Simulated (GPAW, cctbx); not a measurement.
## LiBi2: what bonding does to one electron reflection, worked out

LiBi2, Fd-3m (no. 227, origin choice 1), a = 9.3240 Å, b = 9.3240 Å, c = 9.3240 Å, α = 90.00°, β = 90.00°, γ = 90.00°.

| atom | mult. | x | y | z |
| --- | --- | --- | --- | --- |
| Bi1 | 16 | 3/8 | 5/8 | 7/8 |
| Li1 | 8 | 1/4 | 1/4 | 3/4 |

The cell comes from substitution in a known structure type and wasn't matched to any measured phase.

A DFT run (GPAW, PBE, 550 eV, 5×5×5 k-points, Fermi–Dirac width 0.1 eV) gives the static X-ray structure factor of 111 as 619.195 e for the conventional cell; superposed free atoms give 618.557 e. **Problem.** Find the Fourier component V of the crystal potential and the two-beam extinction distance at 200 kV in both cases.

## 1. Geometry

The cell volume is Ω = 810.59 Å³ and d(111) = 5.3832 Å, so g = 1/d = 0.1858 Å⁻¹.

## 2. The nuclei

Electrons feel nuclei as well as electrons, so the nuclear charges are summed with the same phases.

Phase sums Σ exp(2πi h·x), turned so that the total is real and positive: Bi +8.000, Li -5.657. Then F_Z = 83 × (+8.000) + 3 × (-5.657) = 647.03 e. The electron term has the same sign for this reflection.

## 3. Mott–Bethe

Poisson's equation, term by term, gives V = (e/4πε₀)(F_Z − F)/(πΩg²), with e/4πε₀ = 14.3996 V Å.

The prefactor is 14.3996 × 5.3832²/(π × 810.59) = 0.16386 V per electron. Free atoms: (647.03 − 618.557) × 0.16386 = 4.666 V. Crystal: (647.03 − 619.195) × 0.16386 = 4.561 V. F changes by +0.10 % and V by -2.2 %: the same 0.64 e is measured against F_Z − F = 28.5 e in place of F = 618.6 e.

## 4. Extinction distance

In the two-beam case ξ = 1/(λU) with U = 2γm₀eV/h², that is ξ = 150.41 V Å²/(γλV).

At 200 kV, λ = 0.02508 Å and γ = 1.3914. Free atoms: ξ = 924 Å. Crystal: ξ = 945 Å. The thickness fringes go as sin²(πt/ξ), so the two patterns slip by a quarter of a period when t|1/ξ₁ − 1/ξ₀| = 1/4, at t ≈ 1031 nm, thicker than usual samples. Thermal motion, absorption and many-beam coupling, left out here, change a real pattern.

## 5. Answer

V(111) is 4.56 V against 4.67 V, and ξ is 945 against 924 Å. Limits: static atoms, two beams.
